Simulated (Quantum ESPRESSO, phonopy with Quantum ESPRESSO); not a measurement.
## NaF (Fm-3m): phonons against volume

Wanted: mode Grüneisen parameters of NaF and a free-energy fit over volumes.

Experimental results on record:
- volume expansion coefficient 95.1 1e-6/K and heat capacity C_P per formula unit 46.9 J/mol/K near room temperature (given in “High-Throughput Prediction of Finite-Temperature Properties using the Quasi-Harmonic Approximation”, 2016, arXiv:1603.06924)
- volume expansion coefficient 102.6 1e-6/K near room temperature (given in “Descriptors for thermal expansion in solids”, 2017, arXiv:1701.03966)

Calculated with Quantum ESPRESSO 7.5; DFT PBEsol, scalar-relativistic, plane waves, PseudoDojo norm-conserving pseudopotentials.

Most raw output is cut from this account.

## Step 1: The structure

It takes space group Fm-3m (No. 225, cubic). The conventional cell has a = 4.640 Å, b = 4.640 Å, c = 4.640 Å, α = 90.00°, β = 90.00°, γ = 90.00°. Na has 6 F at 2.32 Å nearest. Nearest to F lie 6 Na at 2.32 Å. Farther neighbours and most contacts between anions are not listed.

## Step 2: A first coarse run

A cheap single point shows whether the cell is a metal or an insulator and how far it is from rest; that sets the k-mesh and the occupations of what follows.

Input file probe.in:

```
&CONTROL
  calculation = 'scf'
  prefix      = 'x'
  outdir      = './tmp'
  pseudo_dir  = './pseudo'
  tprnfor     = .true.
  tstress     = .true.
  verbosity   = 'high'
/
&SYSTEM
  ibrav       = 0
  nat         = 2
  ntyp        = 2
  ecutwfc     = 88.0
  occupations = 'smearing'
  smearing    = 'gaussian'
  degauss     = 0.01
/
&ELECTRONS
  conv_thr         = 1.0d-07
  mixing_beta      = 0.7
  electron_maxstep = 100
/
ATOMIC_SPECIES
 Na     22.9898  Na.upf
 F      18.9984  F.upf
CELL_PARAMETERS angstrom
     0.000000000    2.320000000    2.320000000
     2.320000000    0.000000000    2.320000000
     2.320000000    2.320000000    0.000000000
ATOMIC_POSITIONS crystal
 Na     0.000000000   0.000000000   0.000000000
 F      0.500000000   0.500000000   0.500000000
K_POINTS automatic
 6 6 6 0 0 0
```

Launch:

```
$ OMP_NUM_THREADS=1 mpirun -n 8 pw.x -nk 8 -in probe.in > probe.out
```

The job ended after 2.6 s (8 MPI ranks of Intel Xeon Platinum 8259CL at 2.50GHz (Skylake/Cascade Lake), shared host).

A gap read on the k-mesh alone can miss the band edges.

Numbers from this step:

- volume per atom: 12.49 Å³
- pressure: -0.3880 GPa
- gap on the k-mesh: 6.180 eV

The start is under -0.39 GPa at this level and looks like an insulator or semiconductor on this mesh.

## Step 3: Finding the static equilibrium

The vibrations must be taken about the equilibrium of this functional, not about the starting cell, so the structure is relaxed.

Input file relax.in:

```
&CONTROL
  calculation   = 'vc-relax'
  prefix        = 'x'
  outdir        = './tmp'
  pseudo_dir    = './pseudo'
  tprnfor       = .true.
  tstress       = .true.
  forc_conv_thr = 2.0d-05
  etot_conv_thr = 1.0d-07
  nstep         = 40
/
&SYSTEM
  ibrav       = 0
  nat         = 2
  ntyp        = 2
  ecutwfc     = 88.0
  occupations = 'fixed'
  nbnd        = 10
/
&ELECTRONS
  conv_thr         = 1.0d-11
  mixing_beta      = 0.7
  electron_maxstep = 100
/
&IONS
/
&CELL
  press_conv_thr = 0.1
/
ATOMIC_SPECIES
 Na     22.9898  Na.upf
 F      18.9984  F.upf
CELL_PARAMETERS angstrom
     0.000000000    2.320000000    2.320000000
     2.320000000    0.000000000    2.320000000
     2.320000000    2.320000000    0.000000000
ATOMIC_POSITIONS crystal
 Na     0.000000000   0.000000000   0.000000000
 F      0.500000000   0.500000000   0.500000000
K_POINTS automatic
 8 8 8 0 0 0
```

Launch:

```
$ OMP_NUM_THREADS=1 mpirun -n 8 pw.x -nk 8 -in relax.in > relax.out
```

The job ended after 12 s (8 MPI ranks).

Step by step:

| step | energy less that of the first step (eV) | largest force (eV/Å) | volume (Å³) |
| --- | --- | --- | --- |
| 1 | 0.0000 | 0.0000 | 24.97 |
| 2 | -0.0001 | 0.0000 | 24.93 |
| 3 | -0.0002 | 0.0000 | 24.86 |
| 4 | -0.0002 | 0.0000 | 24.78 |
| 5 | -0.0002 | 0.0000 | 24.78 |
| 6 | -0.0002 | 0.0000 | 24.78 |

| conventional cell, symmetrised | before | after | change |
| --- | --- | --- | --- |
| a (Å) | 4.640 | 4.628 | -0.3 % |
| b (Å) | 4.640 | 4.628 | -0.3 % |
| c (Å) | 4.640 | 4.628 | -0.3 % |
| volume (Å³/atom) | 12.49 | 12.39 | -0.8 % |

Final coordinates:

```
Na F
1.0
     0.00000    2.31405    2.31405
     2.31405    0.00000    2.31405
     2.31405    2.31405    0.00000
Na F
1 1
Direct
  0.00000 0.00000 0.00000
  0.50000 0.50000 0.50000
```

This step gave:

```
volume per atom   : 12.39 Å³
pressure          : 0.002 GPa
gap on the k-mesh : 6.220 eV
```

After the last step pw.x solved the final cell once more on a basis chosen for it, which moves the energy without moving the atoms.

## Step 4: Ground state at this cell

A tight ground state at this cell gives the energy of this member; its pressure is the stress at this cutoff, which can carry an offset from the finite basis.

Input file scf.in:

```
&CONTROL
  calculation = 'scf'
  prefix      = 'x'
  outdir      = './tmp'
  pseudo_dir  = './pseudo'
  tprnfor     = .true.
  tstress     = .true.
/
&SYSTEM
  ibrav       = 0
  nat         = 2
  ntyp        = 2
  ecutwfc     = 88.0
  occupations = 'fixed'
  nbnd        = 10
/
&ELECTRONS
  conv_thr         = 1.0d-12
  mixing_beta      = 0.7
  electron_maxstep = 100
/
ATOMIC_SPECIES
 Na     22.9898  Na.upf
 F      18.9984  F.upf
CELL_PARAMETERS angstrom
     0.000000000    2.314053226    2.314053226
     2.314053226    0.000000000    2.314053226
     2.314053226    2.314053226    0.000000000
ATOMIC_POSITIONS crystal
 Na     0.000000000   0.000000000   0.000000000
 F      0.500000000   0.500000000   0.500000000
K_POINTS automatic
 8 8 8 0 0 0
```

Launch:

```
$ OMP_NUM_THREADS=1 mpirun -n 8 pw.x -nk 8 -in scf.in > scf.out
```

Wall time 3.8 s (8 MPI ranks).

On a basis chosen for the relaxed cell the pressure is 0.002 GPa, small enough for phonons.

## Step 5: Zone-centre response

In a polar crystal the Born charges and ε∞ give the long-range dipole term that a finite supercell misses. They are those of this k-mesh and were not tested on a denser one; where the gap is small they converge slowly, and the LO modes with them.

Input file ph.in:

```
phonons
&INPUTPH
  prefix = 'x'
  outdir = './tmp'
  fildyn = 'x.dyn'
  tr2_ph = 1.0d-18
  epsil  = .true.
/
0.000000000 0.000000000 0.000000000
```

scf.in is that of step 4.

Launch:

```
$ OMP_NUM_THREADS=1 mpirun -n 8 ph.x -nk 8 -in ph.in > ph.out
```

It took 43 s on 8 MPI ranks.

Numbers from this step:

```yaml
gamma_frequencies: 31.77, 31.77, 31.77, 242.2, 242.2, 242.2 cm⁻¹ (negative: imaginary)
gamma_symmetry: T_1u G_15 G_4- I, T_1u G_15 G_4- I, T_1u G_15 G_4- I, T_1u G_15 G_4- I, T_1u G_15 G_4- I, T_1u G_15 G_4- I
```

ε∞:

```
1.90 0.00 0.00
0.00 1.90 0.00
0.00 0.00 1.90
```

Born charge (rows field, columns displacement), before the sum rule (e), principal values of the symmetric part by kind of site:

| atom | atoms with these values | low | middle | high | mean |
| --- | --- | --- | --- | --- | --- |
| Na1 | 1 | 1.01 | 1.01 | 1.01 | 1.01 |
| F2 | 1 | -1.01 | -1.01 | -1.01 | -1.01 |

In full for F2:

```
-1.01  0.00  0.00
 0.00 -1.01  0.00
 0.00  0.00 -1.01
```

The Born charges sum to zero within 7.9e-4 e; the rest is removed before use. Acoustic frequencies in this log differ from zero by the error of the sum rule, which ph.x does not impose. This version of ph.x has a suspected fault in its gradient-corrected response, so the tensors carry some doubt.

## Step 6: A displaced supercell

One atom (for the harmonic constants) or a pair of atoms (for the cubic ones) is moved by a few hundredths of an ångström; the forces on all atoms give a column of force constants. The threshold is tight because the forces are small.

System of this step: NaF. It takes space group Imm2 (No. 44, orthorhombic). Conventional cell: a = 6.545 Å, b = 9.256 Å, c = 6.545 Å, α = 90.00°, β = 90.00°, γ = 90.00°. Na has 6 F at 2.31 Å nearest. Nearest to Na lie 6 F at 2.31 Å. Na has 6 F at 2.31 to 2.33 Å nearest. Na has 6 F at 2.30 to 2.31 Å nearest. F has 6 Na at 2.30 to 2.33 Å nearest. F has 6 Na at 2.31 Å nearest. Farther neighbours and most contacts between anions are not listed.

Input file disp-00002.in:

```
&CONTROL
  calculation = 'scf'
  prefix      = 'x'
  outdir      = './tmp'
  pseudo_dir  = './pseudo'
  tprnfor     = .true.
  disk_io     = 'none'
/
&SYSTEM
  ibrav       = 0
  nat         = 16
  ntyp        = 2
  ecutwfc     = 88.0
  occupations = 'fixed'
  nbnd        = 66
/
&ELECTRONS
  conv_thr         = 1.0d-11
  mixing_beta      = 0.7
  electron_maxstep = 100
/
ATOMIC_SPECIES
 Na     22.9898  Na.upf
 F      18.9984  F.upf
CELL_PARAMETERS angstrom
     0.000000000    4.628106452    4.628106452
     4.628106452    0.000000000    4.628106452
     4.628106452    4.628106452    0.000000000
ATOMIC_POSITIONS crystal
 Na     0.000000000   0.000000000   0.000000000
 Na     0.500000000   0.000000000   0.000000000
 Na     0.000000000   0.500000000   0.000000000
 Na     0.500000000   0.500000000   0.000000000
 Na     0.000000000   0.000000000   0.500000000
 Na     0.500000000   0.000000000   0.500000000
 Na     0.000000000   0.500000000   0.500000000
 Na     0.500000000   0.500000000   0.500000000
 F      0.253055707   0.250000000   0.250000000
 F      0.750000000   0.250000000   0.250000000
 F      0.250000000   0.750000000   0.250000000
 F      0.750000000   0.750000000   0.250000000
 F      0.250000000   0.250000000   0.750000000
 F      0.750000000   0.250000000   0.750000000
 F      0.250000000   0.750000000   0.750000000
 F      0.750000000   0.750000000   0.750000000
K_POINTS automatic
 3 3 3 0 0 0
```

Launch:

```
$ OMP_NUM_THREADS=1 mpirun -n 4 pw.x -nk 4 -in disp-00002.in > disp-00002.out
```

Elapsed: 83 s, on 4 MPI ranks; 5.5 min of CPU time.

Force by atom:

| atom | x (eV/Å) | y (eV/Å) | z (eV/Å) | size |
| --- | --- | --- | --- | --- |
| Na1 | 0.0001 | -0.0017 | -0.0017 | 0.0025 |
| Na2 | 0.0000 | 0.0036 | 0.0036 | 0.0051 |
| Na3 | 0.0000 | 0.0094 | 0.0036 | 0.0101 |
| Na4 | 0.0000 | 0.0036 | 0.0110 | 0.0116 |
| Na5 | 0.0000 | 0.0036 | 0.0094 | 0.0101 |
| Na6 | 0.0000 | 0.0110 | 0.0036 | 0.0116 |
| Na7 | 0.0000 | 0.0036 | 0.0036 | 0.0051 |
| Na8 | -0.0001 | -0.0017 | -0.0017 | 0.0025 |
| F9 | 0.0000 | -0.0527 | -0.0527 | 0.0746 |
| F10 | 0.0000 | 0.0145 | 0.0145 | 0.0205 |
| F11 | 0.0087 | -0.0020 | 0.0058 | 0.0107 |
| F12 | -0.0087 | 0.0058 | -0.0020 | 0.0107 |
| F13 | 0.0087 | 0.0058 | -0.0020 | 0.0107 |
| F14 | -0.0087 | -0.0020 | 0.0058 | 0.0107 |
| F15 | 0.0000 | -0.0030 | -0.0030 | 0.0042 |
| F16 | 0.0000 | 0.0024 | 0.0024 | 0.0034 |

At this level the gap is 6.22 eV on the k-mesh of the self-consistent run, which can miss the band edges.

## Step 7: Forces on a displaced cell

disp-00001.in, as its differences from disp-00002.in of step 6:

```diff
@@ -29,3 +29,3 @@
 ATOMIC_POSITIONS crystal
- Na     0.000000000   0.000000000   0.000000000
+ Na     0.003055707   0.000000000   0.000000000
  Na     0.500000000   0.000000000   0.000000000
@@ -37,3 +37,3 @@
  Na     0.500000000   0.500000000   0.500000000
- F      0.253055707   0.250000000   0.250000000
+ F      0.250000000   0.250000000   0.250000000
  F      0.750000000   0.250000000   0.250000000
```

Launch:

```
$ OMP_NUM_THREADS=1 mpirun -n 4 pw.x -nk 4 -in disp-00001.in > disp-00001.out
```

Run time: 85 s. Hardware: 4 MPI ranks; 5.7 min of CPU time.

## Step 8: Phonons, V/V0 1

This step: DFT PBEsol, scalar-relativistic, plane waves, PseudoDojo norm-conserving pseudopotentials (phonopy with Quantum ESPRESSO 4.10.0 / 7.5).

It took 85 s on 8 threads; 11 min of CPU time.

This step gave:

```
point group                              : m-3m
highest frequency                        : 404.9 cm⁻¹
Debye temperature from the second moment : 431 K
lowest frequency on the path             : 0 cm⁻¹
zero-point energy                        : 0.08325 eV/cell
Γ frequencies                            : 0, 0, 0, 246.1, 246.1, 246.1 cm⁻¹ (negative: imaginary)
```

Phonopy, LO-TO term from ph.x's tensors. The phonon branches at the labelled points (cm⁻¹):

| point | branch 1 | branch 2 | branch 3 | branch 4 | branch 5 | branch 6 |
| --- | --- | --- | --- | --- | --- | --- |
| Γ | 0 | 0 | 0 | 246 | 246 | 405 |
| halfway | 109 | 109 | 198 | 254 | 254 | 344 |
| X | 151 | 151 | 259 | 259 | 262 | 281 |
| halfway | 153 | 171 | 254 | 256 | 260 | 278 |
| U | 162 | 218 | 236 | 240 | 262 | 273 |
| jump to K | 162 | 218 | 236 | 240 | 262 | 273 |
| halfway | 129 | 144 | 195 | 214 | 257 | 357 |
| Γ | 0 | 0 | 0 | 246 | 246 | 405 |
| halfway | 113 | 113 | 171 | 233 | 233 | 380 |
| L | 187 | 187 | 195 | 195 | 302 | 304 |
| halfway | 183 | 188 | 228 | 232 | 279 | 280 |
| W | 213 | 213 | 216 | 222 | 269 | 269 |
| halfway | 170 | 175 | 249 | 250 | 262 | 276 |
| X | 151 | 151 | 259 | 259 | 262 | 281 |

Harmonic. Thermo, by row:

| T (K) | F_vib (meV/atom) | S (J/mol-atom/K) | C_V (J/mol-atom/K) |
| --- | --- | --- | --- |
| 0 | 41.63 | 0 | 0 |
| 50 | 41.52 | 0.875 | 2.825 |
| 100 | 39.98 | 5.573 | 11.59 |
| 150 | 35.56 | 11.44 | 17.14 |
| 200 | 28.21 | 16.81 | 20.03 |
| 250 | 18.27 | 21.47 | 21.61 |
| 300 | 6.07 | 25.5 | 22.55 |
| 350 | -8.07 | 29.02 | 23.15 |
| 400 | -23.94 | 32.14 | 23.55 |
| 450 | -41.33 | 34.93 | 23.84 |
| 500 | -60.1 | 37.46 | 24.04 |
| 550 | -80.11 | 39.76 | 24.19 |
| 600 | -101.3 | 41.87 | 24.31 |
| 650 | -123.5 | 43.81 | 24.4 |
| 700 | -146.7 | 45.63 | 24.48 |
| 750 | -170.7 | 47.32 | 24.53 |
| 800 | -195.7 | 48.9 | 24.58 |
| 850 | -221.4 | 50.39 | 24.62 |
| 900 | -247.9 | 51.8 | 24.66 |
| 950 | -275.1 | 53.13 | 24.69 |
| 1000 | -302.9 | 54.4 | 24.71 |

The modes has structure finer than the step of the table below, so its rows give means over 20 cm⁻¹, whole bins alone (the curve runs from -10 to 426 cm⁻¹). Peaks (cm⁻¹: height): F 250.6: 0.0281; Na 184.7: 0.0202, 253.3: 0.0284.

Phonopy on the run's constants, 21x21x21 mesh, Gaussian sigma 3.1 cm⁻¹. The modes by wavenumber; means over each step; values in 1/cm⁻¹/cell:

| wavenumber (cm⁻¹) | F | Na |
| --- | --- | --- |
| 0 | 8.3e-6 | 8.3e-6 |
| 20 | 7.2e-5 | 9.0e-5 |
| 40 | 3.0e-4 | 3.6e-4 |
| 60 | 7.1e-4 | 8.5e-4 |
| 80 | 0.00131 | 0.00155 |
| 100 | 0.00224 | 0.00264 |
| 120 | 0.00383 | 0.00453 |
| 140 | 0.00692 | 0.00835 |
| 160 | 0.0109 | 0.0141 |
| 180 | 0.0104 | 0.0185 |
| 200 | 0.0153 | 0.0141 |
| 220 | 0.0193 | 0.0157 |
| 240 | 0.0231 | 0.0215 |
| 260 | 0.0247 | 0.0253 |
| 280 | 0.0132 | 0.00736 |
| 300 | 0.00531 | 0.00432 |
| 320 | 0.00410 | 0.00362 |
| 340 | 0.00318 | 0.00279 |
| 360 | 0.00259 | 0.00225 |
| 380 | 0.00182 | 0.00156 |
| 400 | 7.0e-4 | 5.9e-4 |

No LO-TO term. The modes at Γ (shares of kinetic energy by element, %):

| mode | frequency (cm⁻¹) | symmetry | Na % | F % |
| --- | --- | --- | --- | --- |
| 1 | 0.0 | T1u | 55 | 45 |
| 2 | 0.0 | T1u | 55 | 45 |
| 3 | 0.0 | T1u | 55 | 45 |
| 4 | 246.1 | T1u | 45 | 55 |
| 5 | 246.1 | T1u | 45 | 55 |
| 6 | 246.1 | T1u | 45 | 55 |

Displacements in mode 5 (246.1 cm⁻¹), the largest set to 1:
```
Na1  0.00  0.54 -0.83
F2   0.00 -0.65  1.00
```

No mode is imaginary beyond numerical noise along the path.

The time given is that of the 2 pw.x runs on displaced cells behind this step.

## Step 9: Self-consistent run, V/V0 1.015

This step: DFT PBEsol, scalar-relativistic, plane waves, PseudoDojo norm-conserving pseudopotentials (Quantum ESPRESSO 7.5).

System of this step: NaF. The structure is cubic, space group Fm-3m (No. 225). The conventional cell has a = 4.651 Å, b = 4.651 Å, c = 4.651 Å, α = 90.00°, β = 90.00°, γ = 90.00°. Na has 6 F at 2.33 Å nearest. Nearest to F lie 6 Na at 2.33 Å. Farther neighbours and most contacts between anions are not listed.

Changes to scf.in since step 5:

```diff
@@ -25,5 +25,5 @@
 CELL_PARAMETERS angstrom
-     0.000000000    2.314053226    2.314053226
-     2.314053226    0.000000000    2.314053226
-     2.314053226    2.314053226    0.000000000
+     0.000000000    2.325566118    2.325566118
+     2.325566118    0.000000000    2.325566118
+     2.325566118    2.325566118    0.000000000
 ATOMIC_POSITIONS crystal
```

Launch:

```
$ OMP_NUM_THREADS=1 mpirun -n 8 pw.x -nk 8 -in scf.in > scf.out
```

Wall time 3.8 s (8 MPI ranks); 28 s of CPU time.

At this level the gap is 6.14 eV on the k-mesh of the self-consistent run, which can miss the band edges.

## Step 10: Born charges and dielectric tensor

ph.in is that of step 5.

scf.in is that of step 9.

Launch:

```
$ OMP_NUM_THREADS=1 mpirun -n 8 ph.x -nk 8 -in ph.in > ph.out
```

It took 42 s on 8 MPI ranks.

The Born charges sum to zero within 7.8e-4 e; the rest is removed before use. Acoustic frequencies in this log differ from zero by the error of the sum rule, which ph.x does not impose. This version of ph.x has a suspected fault in its gradient-corrected response, so the tensors carry some doubt.

## Step 11: A displaced supercell

System of this step: NaF. It takes space group Imm2 (No. 44, orthorhombic). The conventional cell has a = 6.578 Å, b = 9.302 Å, c = 6.578 Å, α = 90.00°, β = 90.00°, γ = 90.00°. Na has 6 F at 2.31 to 2.34 Å nearest. Nearest to Na lie 6 F at 2.33 Å. Nearest to F lie 6 Na at 2.33 Å. Farther neighbours and most contacts between anions are not listed.

Changes to disp-00001.in since step 7:

```diff
@@ -25,7 +25,7 @@
 CELL_PARAMETERS angstrom
-     0.000000000    4.628106452    4.628106452
-     4.628106452    0.000000000    4.628106452
-     4.628106452    4.628106452    0.000000000
+     0.000000000    4.651132236    4.651132236
+     4.651132236    0.000000000    4.651132236
+     4.651132236    4.651132236    0.000000000
 ATOMIC_POSITIONS crystal
- Na     0.003055707   0.000000000   0.000000000
+ Na     0.003040579   0.000000000   0.000000000
  Na     0.500000000   0.000000000   0.000000000
```

Launch:

```
$ OMP_NUM_THREADS=1 mpirun -n 4 pw.x -nk 4 -in disp-00001.in > disp-00001.out
```

It took 87 s on 4 MPI ranks; 5.8 min of CPU time.

## Step 12: Phonons, V/V0 1.015

This step: DFT PBEsol, scalar-relativistic, plane waves, PseudoDojo norm-conserving pseudopotentials (phonopy with Quantum ESPRESSO 4.10.0 / 7.5).

Elapsed: 95 s, on 8 threads; 12 min of CPU time.

Phonopy, LO-TO term from ph.x's tensors. The phonon branches at the labelled points (cm⁻¹):

| point | branch 1 | branch 2 | branch 3 | branch 4 | branch 5 | branch 6 |
| --- | --- | --- | --- | --- | --- | --- |
| Γ | 0 | 0 | 0 | 238 | 238 | 399 |
| halfway | 110 | 110 | 191 | 245 | 245 | 341 |
| X | 151 | 151 | 249 | 249 | 258 | 275 |
| halfway | 153 | 171 | 245 | 252 | 254 | 270 |
| U | 160 | 217 | 231 | 236 | 254 | 264 |
| jump to K | 160 | 217 | 231 | 236 | 254 | 264 |
| halfway | 129 | 140 | 190 | 208 | 248 | 352 |
| Γ | 0 | 0 | 0 | 238 | 238 | 399 |
| halfway | 110 | 110 | 168 | 225 | 225 | 374 |
| L | 182 | 182 | 189 | 189 | 297 | 300 |
| halfway | 180 | 184 | 221 | 225 | 274 | 275 |
| W | 211 | 212 | 212 | 217 | 260 | 260 |
| halfway | 171 | 173 | 241 | 248 | 253 | 267 |
| X | 151 | 151 | 249 | 249 | 258 | 275 |

No mode is imaginary beyond numerical noise along the path. The highest zone-centre mode (no LO–TO term) moved by -3.4 % for a volume change of +1.5 %.

The time given is that of the 2 pw.x runs on displaced cells behind this step.

## Step 13: Self-consistent run, V/V0 0.985

This step: DFT PBEsol, scalar-relativistic, plane waves, PseudoDojo norm-conserving pseudopotentials (Quantum ESPRESSO 7.5).

System of this step: NaF. Symmetry: Fm-3m, No. 225, cubic system. Conventional cell: a = 4.605 Å, b = 4.605 Å, c = 4.605 Å, α = 90.00°, β = 90.00°, γ = 90.00°. Na has 6 F at 2.30 Å nearest. F has 6 Na at 2.30 Å nearest. Farther neighbours and most contacts between anions are not listed.

Changes to scf.in since step 10:

```diff
@@ -25,5 +25,5 @@
 CELL_PARAMETERS angstrom
-     0.000000000    2.325566118    2.325566118
-     2.325566118    0.000000000    2.325566118
-     2.325566118    2.325566118    0.000000000
+     0.000000000    2.302424622    2.302424622
+     2.302424622    0.000000000    2.302424622
+     2.302424622    2.302424622    0.000000000
 ATOMIC_POSITIONS crystal
```

Launch:

```
$ OMP_NUM_THREADS=1 mpirun -n 8 pw.x -nk 8 -in scf.in > scf.out
```

Run time: 3.8 s. Hardware: 8 MPI ranks; 29 s of CPU time.

The run ends at a pressure of 0.76 GPa.

## Step 14: Born charges and dielectric tensor

ph.in is that of step 10.

scf.in is that of step 13.

Launch:

```
$ OMP_NUM_THREADS=1 mpirun -n 8 ph.x -nk 8 -in ph.in > ph.out
```

Run time: 44 s. Hardware: 8 MPI ranks; 5.8 min of CPU time.

ε∞:

```
1.90 0.00 0.00
0.00 1.90 0.00
0.00 0.00 1.90
```

The Born charges sum to zero within 7.9e-4 e; the rest is removed before use. Acoustic frequencies in this log differ from zero by the error of the sum rule, which ph.x does not impose. This version of ph.x has a suspected fault in its gradient-corrected response, so the tensors carry some doubt.

[end of part 1 of 2]

[Logs are printed without paths, hosts, clocks, repeated set-up lines and the standing remarks that a program may print on its own settings, such as how far it seeks lower states.]

[Hosts, paths, dates, database ids (printed as entryN), source tags and the programs' standing remarks are cut or masked in the printed files.]

[A step with changed settings may run another functional than the one named; its input shows which.]

[Of the runs on displaced cells, only some may be shown.]
